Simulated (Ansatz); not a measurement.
# Decaying states in the gap of SrLi2MgH6

Aim: relax a made-up compound, SrLi2MgH6, and see how good a tunnel barrier it would be. It is built by putting Sr for part of the Mg in the LiMgH3 structure of space group R3c, with the volume rescaled by atomic radii. The parent structure comes from the Materials Project.

Program: Ansatz 0.2.0. Level of theory: PBEsol DFT, plane waves, PAW files, in the first sound run; inputs show where later runs differ. Results are calculated unless marked as measured.

The structure was built from a prototype and need not be the compound's stable phase.

## Step 1: Set-up

It takes space group R3 (No. 146, trigonal). Conventional cell: a = 5.197 Å, b = 5.197 Å, c = 13.977 Å, α = 90.00°, β = 90.00°, γ = 120.00°. Nearest to Li lie 3 H at 2.03 Å. Nearest to Mg lie 6 H at 2.02 to 2.10 Å. Nearest to Sr lie 6 H at 2.02 to 2.10 Å. H has 1 Mg at 2.02 Å and 1 Li at 2.03 Å and 1 Sr at 2.10 Å nearest. Nearest to H lie 1 Sr at 2.02 Å and 1 Li at 2.03 Å and 1 Mg at 2.10 Å. It derives from LiMgH3. Sr for part of the Mg in the LiMgH3 structure of space group R3c. Farther neighbours are not listed.

## Step 2: Relaxing the new crystal

The substituted atoms don't fit the parent's cell, so cell and atoms relax together. A small smearing keeps the run stable in case the gap closes on the way.

Input file input.yaml:

```yaml
crystal:
  lattice:
    - [2.5987430293, 1.5003849875, 4.6590887451]
    - [-2.5987430293, 1.5003849875, 4.6590887451]
    - [0.0, -3.0007699751, 4.6590887451]
  atoms:
    - { symbol: Li, position: [0.71076417, 0.71076417, 0.71076417] }
    - { symbol: Li, position: [0.21076417, 0.21076417, 0.21076417] }
    - { symbol: Mg, position: [0.00167999, 0.00167999, 0.00167999] }
    - { symbol: Sr, position: [0.50167999, 0.50167999, 0.50167999] }
    - { symbol: H, position: [0.61082618, 0.29878364, 0.89814702] }
    - { symbol: H, position: [0.89814702, 0.61082618, 0.29878364] }
    - { symbol: H, position: [0.29878364, 0.89814702, 0.61082618] }
    - { symbol: H, position: [0.39814702, 0.79878364, 0.11082618] }
    - { symbol: H, position: [0.79878364, 0.11082618, 0.39814702] }
    - { symbol: H, position: [0.11082618, 0.39814702, 0.79878364] }
kpoints:
  mp_grid: { grid: [6, 6, 6] }
scf:
  occupations: { method: gaussian, width: 0.03 }
hamiltonian:
  xc: pbesol
output:
  forces: true
  stress: true
relax:
  f_tol: 0.02
  max_steps: 60
  cell: {}
```

Started as:

```
$ ansatz run input.yaml --threads 2 --pin off --max-ram 4096MiB --backend cpu --events-out ev --progress --plain --runs-dir out
```

Numbers of over 12 decimals in the logs are rounded to 6 here.

The program printed:

```text
Engine: ansatz 0.2.0, aarch64-unknown-linux-gnu
Pseudopotentials: kind: paw
Pseudopotential: Li, paw, valence charge 3, recommended cutoff 420 eV (normal), Li.paw.azcp
Pseudopotential: Mg, paw, valence charge 10, recommended cutoff 420 eV (normal), Mg.paw.azcp
Pseudopotential: Sr, paw, valence charge 10, recommended cutoff 420 eV (normal), Sr.paw.azcp
Pseudopotential: H, paw, valence charge 1, recommended cutoff 420 eV (normal), H.paw.azcp
Functional definition: PBEsol
  exchange = pbesol_x
  correlation = pbesol_c
Crystal: 10 atoms, lattice volume = 108.998 Å³
Basis set: ecut = 420 eV, 2139 PW (Γ), exchange–correlation on 80×80×80 points (8 copies of the dense FFT grid, shifted against one another)
Bands: 26, of which v1, the nominal top of the filled ones, is band 16 counted from 1 (15 counted from 0)
Symmetry: 3 space group operations
Space group: R3 (ITA 146), of the structure as read, at distance tolerance 4.8e-5 Å
k-points: 40 of 216 (time reversal used)
Non-local potential: Li, projectors of the file, l = 0: 3, l = 1: 2, l = 2: 1
Non-local potential: Mg, projectors of the file, l = 0: 3, l = 1: 2, l = 2: 1
Non-local potential: Sr, projectors of the file, l = 0: 3, l = 1: 2, l = 2: 2
Non-local potential: H, projectors of the file, l = 0: 2, l = 1: 1
PAW form: soft (Blöchl's): semilocal exchange-correlation on the pseudo side does not see the compensation charge
PAW frozen core: Mg, regenerated for the run's functional, and the local potential with it (the file was generated under x = pbe(κ = 0.804, μ = 0.219515), c = pbe(β = 0.066725))
PAW frozen core: Sr, regenerated for the run's functional, and the local potential with it (the file was generated under x = pbe(κ = 0.804, μ = 0.219515), c = pbe(β = 0.066725))
PAW one-centre angular grid: Li, 110 points (default); XC on 64 Gauss nodes
PAW one-centre angular grid: Mg, 110 points (default); XC on 64 Gauss nodes
PAW one-centre angular grid: Sr, 110 points (default); XC on 64 Gauss nodes
PAW one-centre angular grid: H, 110 points (default); XC on 64 Gauss nodes
Initial density: superposition of atomic densities (neutral atoms: chi_scale 0, normalization atom), corrected by the library's trained network
Initial wavefunctions: pseudopotential atomic-orbital guess
Functional: x = pbesol(κ = 0.804, μ = 0.123457), c = pbesol(β = 0.046)
SCF iter   1: F=—  HF=-5905.863332 eV  |F-HF|=—  |Δ(HF+E_count)|=         —  Δρ=7.52e-3  dr2=4.97e-2  ethr=1.77e-3  ⟨swp⟩=7.2  Hψ=6094  notcnv=0  defer=26
preconditioner: auto → none  [insulator: Δε(μ)=2.854 eV  Ē_g=12.692 eV  σ=0.030 eV  W_gap=1.00  n_scr=14 (ndim 8)  ℏωp=15.1 eV  f_vac=0.000  D(μ)=0.00/eV (n_scr^D=0)  ε∞_Penn≈2.4]
SCF iter   2: F=—  HF=-5905.849002 eV  |F-HF|=—  |Δ(HF+E_count)|=   1.43e-2  Δρ=2.33e-3  dr2=4.69e-3  ethr=1.55e-4  ⟨swp⟩=2.6  Hψ=1896  notcnv=0  defer=159
SCF iter   3: F=—  HF=-5905.847540 eV  |F-HF|=—  |Δ(HF+E_count)|=   1.46e-3  Δρ=4.49e-4  dr2=3.95e-4  ethr=1.46e-5  ⟨swp⟩=2.4  Hψ=1556  notcnv=0  defer=159
SCF iter   4: F=—  HF=-5905.847406 eV  |F-HF|=—  |Δ(HF+E_count)|=   1.34e-4  Δρ=1.19e-4  dr2=1.13e-5  ethr=1.24e-6  ⟨swp⟩=2.0  Hψ=1245  notcnv=0  defer=159
SCF iter   5: F=—  HF=-5905.847406 eV  |F-HF|=—  |Δ(HF+E_count)|=   1.94e-7  Δρ=2.75e-5  dr2=9.11e-7  ethr=3.54e-8  ⟨swp⟩=2.3  Hψ=1341  notcnv=0  defer=159
SCF iter   6: F=-5905.847406 eV  HF=-5905.847406 eV  |F-HF|=5.82e-9  |Δ(HF+E_count)|=   9.97e-8  Δρ=5.68e-6  dr2=4.02e-8  ethr=3.13e-10  ⟨swp⟩=5.2  Hψ=3529  notcnv=0
SCF 1 converged in 6 iterations: F = -5905.847406 eV  dr2 = 4.02e-8
  greatest PAW one-centre occupation: 1.000 electrons in one spin orbital (limit 2), on the Mg atom at site 2 (counted from 0), in its partial waves of l = 0
relax step   1: F+E_penalty+E_count = -5905.84740613 eV  Δ(F+E_penalty+E_count) = +0.000e0 eV  max|allowed force component| = 1.870e0 eV/Å  Δτ_max = 0.0000 Å  P = +6.545 GPa  Ω = 108.998 Å³  (6 SCF iters, dr2 threshold 1.00e-7 eV, accepted)
Crystal: 10 atoms, lattice volume = 114.862 Å³
Basis set: ecut = 420 eV, 2253 PW (Γ), exchange–correlation on 80×80×80 points (8 copies of the dense FFT grid, shifted against one another)
Initial density: handed on by an earlier stage of this run
Initial wavefunctions: those handed on with the density
iter 1 solved again at ethr=1.51e-3 eV; its pass at ethr=3.10e-3 eV (dr2=4.82e-1 eV) is discarded
SCF iter   1: F=—  HF=-5907.351313 eV  |F-HF|=—  |Δ(HF+E_count)|=         —  Δρ=1.75e-2  dr2=4.78e-1  ethr=1.51e-3  ⟨swp⟩=1.0  Hψ=6522  notcnv=0
preconditioner: auto → none  [insulator: Δε(μ)=3.261 eV  Ē_g=8.363 eV  σ=0.030 eV  W_gap=1.00  n_scr=14 (ndim 8)  ℏωp=12.0 eV  f_vac=0.000  D(μ)=0.00/eV (n_scr^D=0)  ε∞_Penn≈3.1]
SCF iter   2: F=—  HF=-5907.197425 eV  |F-HF|=—  |Δ(HF+E_count)|=   1.54e-1  Δρ=5.80e-3  dr2=2.54e-2  ethr=1.49e-3  ⟨swp⟩=3.2  Hψ=1982  notcnv=0  defer=1
SCF iter   3: F=—  HF=-5907.193226 eV  |F-HF|=—  |Δ(HF+E_count)|=   4.20e-3  Δρ=2.17e-3  dr2=2.67e-3  ethr=7.95e-5  ⟨swp⟩=2.8  Hψ=1769  notcnv=0  defer=25
SCF iter   4: F=—  HF=-5907.193190 eV  |F-HF|=—  |Δ(HF+E_count)|=   3.59e-5  Δρ=3.56e-4  dr2=6.25e-5  ethr=8.35e-6  ⟨swp⟩=2.0  Hψ=1334  notcnv=0  defer=25
SCF iter   5: F=—  HF=-5907.193206 eV  |F-HF|=—  |Δ(HF+E_count)|=   1.65e-5  Δρ=5.56e-5  dr2=2.93e-6  ethr=1.95e-7  ⟨swp⟩=2.7  Hψ=1405  notcnv=0  defer=25
SCF iter   6: F=-5907.193206 eV  HF=-5907.193206 eV  |F-HF|=3.45e-9  |Δ(HF+E_count)|=   1.43e-7  Δρ=9.66e-6  dr2=6.90e-8  ethr=3.12e-9  ⟨swp⟩=5.2  Hψ=3280  notcnv=0
SCF 2 converged in 6 iterations: F = -5907.193206 eV  dr2 = 6.90e-8
relax step   2: F+E_penalty+E_count = -5907.19320642 eV  Δ(F+E_penalty+E_count) = -1.346e0 eV  max|allowed force component| = 7.202e-1 eV/Å  Δτ_max = 0.1993 Å  P = +0.723 GPa  Ω = 114.862 Å³  energy of the carried Pulay correction = -3.346e-3 eV  (6 SCF iters, dr2 threshold 1.00e-6 eV, accepted)
Crystal: 10 atoms, lattice volume = 112.080 Å³
Basis set: ecut = 420 eV, 2199 PW (Γ), exchange–correlation on 80×80×80 points (8 copies of the dense FFT grid, shifted against one another)
iter 1 solved again at ethr=5.31e-4 eV; its pass at ethr=3.10e-3 eV (dr2=1.70e-1 eV) is discarded
SCF iter   1: F=—  HF=-5907.621397 eV  |F-HF|=—  |Δ(HF+E_count)|=         —  Δρ=1.29e-2  dr2=1.68e-1  ethr=5.31e-4  ⟨swp⟩=1.4  Hψ=6619  notcnv=0
preconditioner: auto → none  [insulator: Δε(μ)=3.315 eV  Ē_g=8.395 eV  σ=0.030 eV  W_gap=1.00  n_scr=14 (ndim 8)  ℏωp=12.2 eV  f_vac=0.000  D(μ)=0.00/eV (n_scr^D=0)  ε∞_Penn≈3.1]
SCF iter   2: F=—  HF=-5907.574492 eV  |F-HF|=—  |Δ(HF+E_count)|=   4.69e-2  Δρ=5.10e-3  dr2=1.99e-2  ethr=5.25e-4  ⟨swp⟩=2.9  Hψ=1638  notcnv=0
SCF iter   3: F=—  HF=-5907.570091 eV  |F-HF|=—  |Δ(HF+E_count)|=   4.40e-3  Δρ=8.68e-4  dr2=4.83e-4  ethr=6.23e-5  ⟨swp⟩=2.6  Hψ=1669  notcnv=0  defer=6
SCF iter   4: F=—  HF=-5907.570075 eV  |F-HF|=—  |Δ(HF+E_count)|=   1.60e-5  Δρ=1.95e-4  dr2=2.44e-5  ethr=1.51e-6  ⟨swp⟩=2.1  Hψ=1427  notcnv=0  defer=6
SCF iter   5: F=—  HF=-5907.570076 eV  |F-HF|=—  |Δ(HF+E_count)|=   1.39e-6  Δρ=4.73e-5  dr2=1.70e-6  ethr=7.64e-8  ⟨swp⟩=2.0  Hψ=1401  notcnv=0  defer=6
SCF iter   6: F=-5907.570077 eV  HF=-5907.570077 eV  |F-HF|=1.93e-8  |Δ(HF+E_count)|=   2.00e-7  Δρ=8.05e-6  dr2=3.91e-8  ethr=3.12e-9  ⟨swp⟩=5.0  Hψ=3006  notcnv=0
SCF 3 converged in 6 iterations: F = -5907.570077 eV  dr2 = 3.91e-8
relax step   3: F+E_penalty+E_count = -5907.57007655 eV  Δ(F+E_penalty+E_count) = -3.769e-1 eV  max|allowed force component| = 3.761e-1 eV/Å  Δτ_max = 0.1950 Å  P = -0.527 GPa  Ω = 112.080 Å³  energy of the carried Pulay correction = -1.781e-3 eV  (6 SCF iters, dr2 threshold 1.00e-6 eV, accepted)
[...]
relax step   4: F+E_penalty+E_count = -5907.79647001 eV  Δ(F+E_penalty+E_count) = -2.264e-1 eV  max|allowed force component| = 2.368e-1 eV/Å  Δτ_max = 0.1955 Å  P = -0.468 GPa  Ω = 104.206 Å³  energy of the carried Pulay correction = +2.871e-3 eV  (6 SCF iters, dr2 threshold 1.00e-6 eV, accepted)
[...]
relax step   5: F+E_penalty+E_count = -5907.76092574 eV  Δ(F+E_penalty+E_count) = +3.554e-2 eV  max|allowed force component| = 4.063e-1 eV/Å  Δτ_max = 0.1464 Å  P = +0.117 GPa  Ω = 101.220 Å³  energy of the carried Pulay correction = +4.727e-3 eV  (5 SCF iters, dr2 threshold 1.00e-6 eV, rejected (line search))
[...]
relax step   6: F+E_penalty+E_count = -5907.81778973 eV  Δ(F+E_penalty+E_count) = -2.132e-2 eV  max|allowed force component| = 1.310e-1 eV/Å  Δτ_max = 0.0579 Å  P = +0.016 GPa  Ω = 101.815 Å³  energy of the carried Pulay correction = +4.353e-3 eV  (8 SCF iters, accepted)
[...]
relax step   7: F+E_penalty+E_count = -5907.82382612 eV  Δ(F+E_penalty+E_count) = -6.036e-3 eV  max|allowed force component| = 3.598e-2 eV/Å  Δτ_max = 0.0704 Å  P = +0.017 GPa  Ω = 101.854 Å³  energy of the carried Pulay correction = +4.328e-3 eV  (5 SCF iters, dr2 threshold 1.00e-6 eV, accepted)
[...]
relax step   8: F+E_penalty+E_count = -5907.82452644 eV  Δ(F+E_penalty+E_count) = -7.003e-4 eV  max|allowed force component| = 1.303e-2 eV/Å  Δτ_max = 0.0149 Å  P = +0.002 GPa  Ω = 101.864 Å³  energy of the carried Pulay correction = +4.322e-3 eV  (5 SCF iters, dr2 threshold 8.09e-8 eV, accepted)
Basis set: ecut = 420 eV, 1989 PW (Γ), exchange–correlation on 72×72×72 points (8 copies of the dense FFT grid, shifted against one another)
Initial wavefunctions: pseudopotential atomic-orbital guess (no wavefunctions were taken with the density)
iter 1 solved again at ethr=2.02e-6 eV; its pass at ethr=3.10e-3 eV (dr2=6.45e-4 eV) is discarded
SCF iter   1: F=—  HF=-5907.821129 eV  |F-HF|=—  |Δ(HF+E_count)|=         —  Δρ=1.49e-4  dr2=2.23e-6  ethr=2.02e-6  ⟨swp⟩=3.0  Hψ=8919  notcnv=0
eigensolver tolerance schedule: the retry pair's looser diagonalisation over-reported the residual by 288.44 of it (diagonalisation noise at 0.23 of the residual, at the tolerance the schedule requests for it); recorded, not acted on — ethr = c·dr2/N_el stays at c = 1.0e-1
preconditioner: auto → none  [insulator: Δε(μ)=3.183 eV  Ē_g=8.683 eV  σ=0.030 eV  W_gap=1.00  n_scr=14 (ndim 8)  ℏωp=12.7 eV  f_vac=0.000  D(μ)=0.00/eV (n_scr^D=0)  ε∞_Penn≈3.2]
SCF iter   2: F=—  HF=-5907.821146 eV  |F-HF|=—  |Δ(HF+E_count)|=   1.67e-5  Δρ=7.43e-5  dr2=5.05e-7  ethr=6.96e-9  ⟨swp⟩=2.2  Hψ=1494  notcnv=0
SCF iter   3: F=—  HF=-5907.821150 eV  |F-HF|=—  |Δ(HF+E_count)|=   3.77e-6  Δρ=6.26e-6  dr2=8.95e-9  ethr=1.58e-9  ⟨swp⟩=2.0  Hψ=1292  notcnv=0
SCF iter   4: F=—  HF=-5907.821150 eV  |F-HF|=—  |Δ(HF+E_count)|=   1.90e-8  Δρ=1.11e-6  dr2=5.40e-10  ethr=2.80e-11  ⟨swp⟩=2.1  Hψ=1466  notcnv=0
SCF iter   5: F=-5907.821150 eV  HF=-5907.821150 eV  |F-HF|=1.82e-11  |Δ(HF+E_count)|=  2.32e-10  Δρ=1.50e-7  dr2=2.55e-11  ethr=1.00e-12  ⟨swp⟩=5.0  Hψ=3521  notcnv=0
SCF 9 converged in 5 iterations: F = -5907.821150 eV  dr2 = 2.55e-11
relax step   9: F+E_penalty+E_count = -5907.82114983 eV  Δ(F+E_penalty+E_count) = +3.377e-3 eV  max|allowed force component| = 1.302e-2 eV/Å  Δτ_max = 0.0000 Å  P = -0.028 GPa  Ω = 101.864 Å³  stress off target by 2.95e-2 GPa  SCF on the basis re-selected at this cell (its energy is not comparable with the rows above)  (5 SCF iters)
basis re-selected at this cell: Δ(F+E_penalty+E_count) = +3.377e-3 eV, ΔP = -0.030 GPa vs the last step (what re-selecting the basis moved, of the pressure what is left beyond the Pulay correction that the steps carried, after the strain that the cell walked since its last selection, with what the two solves' SCF thresholds leave and, on support functions, any second-order correction that the steps lacked; it is no measure of the basis error at this ecutwfc). The dense FFT grid was sized anew with the basis: this SCF ran on 36×36×36 points, the steps before it on 40×40×40, so part of this shift can come from that change (see relax.cell in the input reference). [rest of the remark cut]
SCF converged after 5 iterations
Free energy (F): -5907.821150 eV
Harris-Foulkes:  -5907.821150 eV  (|F-HF|=1.82e-11)
Internal energy: -5907.821150 eV  (E = F + TS)
E sigma→0 (E₀):  -5907.821150 eV
Fermi energy:    4.961194 eV
--- Per-component energies (eV) ---
  E_band       = -650.558356
  E_kinetic    = 447.776973
  E_local      = -2685.258640  (includes V_loc(G=0)·N_el)
  E_nonlocal   = 240.919425
  E_hartree    = 869.468550
  E_xc         = -276.479235
  E_vxc        = -297.896291  (∫ρ·V_xc dr)
  E_paw        = -2967.496619  (= ΣΔE_a)
  E_vpaw       = -95.029953  (= ΣTr[D̂ρ^β])
  E_aug_tail   = -0.006959  (compensation charges beyond the density's cutoff)
  E_ewald      = -1536.937855
  E_core_change = 0.193210  (= ΣΔE_core)
  E_smearing   = -0.000000  (= −TS)
  E_closure    = -0.000000  (closes the sum)
  Σ components = -5907.821150   (vs F -5907.821150, Δ=0.00e0)
--- Forces (eV/Å), atoms counted from 1 ---
  atom   1  Li     0.00000000    -0.00000000     0.00661350
  atom   2  Li     0.00000000     0.00000000    -0.01302020
  atom   3  Mg    -0.00000000     0.00000000    -0.01117854
  atom   4  Sr    -0.00000000    -0.00000000     0.00420985
  atom   5  H      0.00447290     0.00307753     0.00267002
  atom   6  H     -0.00490167     0.00233488     0.00267002
  atom   7  H      0.00042876    -0.00541241     0.00267002
  atom   8  H      0.00156079     0.00331024     0.00178801
  atom   9  H      0.00208636    -0.00300680     0.00178801
  atom  10  H     -0.00364715    -0.00030344     0.00178801
  max |Σ_I F_I| component: 1.27e-6 eV/Å
--- Stress (GPa, compression-positive) ---
       -0.029481       0.000000      -0.000000
       -0.000000      -0.029481      -0.000000
       -0.000000      -0.000000      -0.025123
  P = ⅓ Tr σ = -0.0280 GPa (-0.280 kbar)
--- Relaxed structure (8 steps of the walk, 7 accepted, 1 SCFs on fresh bases) ---
  F+E_penalty+E_count = -5907.82114983 eV   max|allowed force component| = 1.302e-2 eV/Å   (the final SCF, on the basis selected at the relaxed cell)
  cell:  # Å, volume = 101.8637 Å³
    - [2.574090, 1.486151, 4.437940]
    - [-2.574090, 1.486151, 4.437940]
    - [-1.4796218552941886e-18, -2.972303, 4.437940]
  atoms:
    - { symbol: Li, position: [0.699743, 0.699743, 0.699743] }
    - { symbol: Li, position: [0.208718, 0.208718, 0.208718] }
    - { symbol: Mg, position: [-0.000543226, -0.000543226, -0.000543226] }
    - { symbol: Sr, position: [0.460038, 0.460038, 0.460038] }
    - { symbol: H, position: [0.582304, 0.313760, 0.954060] }
    - { symbol: H, position: [0.954060, 0.582304, 0.313760] }
    - { symbol: H, position: [0.313760, 0.954060, 0.582304] }
    - { symbol: H, position: [0.420443, 0.903636, -0.00175476] }
    - { symbol: H, position: [0.903636, -0.00175476, 0.420443] }
    - { symbol: H, position: [-0.00175476, 0.420443, 0.903636] }
```

Wall time 52 s (2 threads of Arm Neoverse V1, shared host); peak memory 0.4 GiB; 1.7 min of CPU time.

Step by step:

| step | energy less that of the first step (eV) | largest force component (eV/Å) | pressure (GPa) | volume (Å³) |
| --- | --- | --- | --- | --- |
| 1 | 0.0000 | 1.8696 | 6.55 | 109.00 |
| 2 | -1.3458 | 0.7202 | 0.72 | 114.86 |
| 3 | -1.7227 | 0.3761 | -0.53 | 112.08 |
| 4 | -1.9491 | 0.2368 | -0.47 | 104.21 |
| 5 | -1.9135 | 0.4063 | 0.12 | 101.22 |
| 6 | -1.9704 | 0.1310 | 0.02 | 101.82 |
| 7 | -1.9764 | 0.0360 | 0.02 | 101.85 |
| 8 | -1.9771 | 0.0130 | 0.00 | 101.86 |
| 9* | -1.9737 | 0.0130 | -0.03 | 101.86 |

Relaxation steps marked * repeat the geometry before them on a plane-wave basis chosen anew for their cell, so energy and pressure can jump there. Relaxation step 5 was tried and not accepted.

Forces are held to the 3 operations that the run works with; a distortion that breaks them can't arise in this run.

| conventional cell, symmetrised | before | after | change |
| --- | --- | --- | --- |
| a (Å) | 5.197 | 5.148 | -0.9 % |
| b (Å) | 5.197 | 5.148 | -0.9 % |
| c (Å) | 13.977 | 13.314 | -4.7 % |
| volume (Å³/atom) | 10.90 | 10.19 | -6.5 % |

The atoms that moved most (Å, as changes of fractional coordinates times the final cell):

| atom | dx | dy | dz | length |
| --- | --- | --- | --- | --- |
| H9 | 0.560 | -0.078 | 0.065 | 0.569 |
| H10 | -0.347 | -0.446 | 0.065 | 0.569 |
| H8 | -0.213 | 0.524 | 0.065 | 0.569 |
| Sr4 | 0.000 | 0.000 | -0.554 | 0.554 |
| H7 | -0.105 | 0.190 | 0.188 | 0.287 |
| H5 | -0.112 | -0.186 | 0.188 | 0.287 |
| H6 | 0.217 | -0.004 | 0.188 | 0.287 |
| Li1 | 0.000 | 0.000 | -0.147 | 0.147 |

Final coordinates:

```cif
data_structure
_symmetry_space_group_name_H-M 'P 1'
_symmetry_Int_Tables_number 1
_cell_length_a 5.3413
_cell_length_b 5.3413
_cell_length_c 5.3413
_cell_angle_alpha 57.622
_cell_angle_beta 57.622
_cell_angle_gamma 57.622
_cell_volume 101.86
loop_
_atom_site_label
_atom_site_type_symbol
_atom_site_fract_x
_atom_site_fract_y
_atom_site_fract_z
_atom_site_occupancy
Li1 Li 0.69974 0.69974 0.69974 1
Li2 Li 0.20872 0.20872 0.20872 1
Mg3 Mg 0.99946 0.99946 0.99946 1
Sr4 Sr 0.46004 0.46004 0.46004 1
H5 H 0.58230 0.31376 0.95406 1
H6 H 0.95406 0.58230 0.31376 1
H7 H 0.31376 0.95406 0.58230 1
H8 H 0.42044 0.90364 0.99825 1
H9 H 0.90364 0.99825 0.42044 1
H10 H 0.99825 0.42044 0.90364 1
```

This step gave:

* free energy: -5907.8211 eV
* Fermi energy: 4.961 eV
* pressure: -0.02803 GPa

The largest force component on a free atom ends at 0.013 eV/Å.

[end of part 1 of 2]

[Logs are printed without paths, hosts, clocks, repeated set-up lines and the standing remarks that a program may print on its own settings, such as how far it seeks lower states.]

[Hosts, paths, dates, database ids (printed as entryN), source tags and the programs' standing remarks are cut or masked in the printed files.]
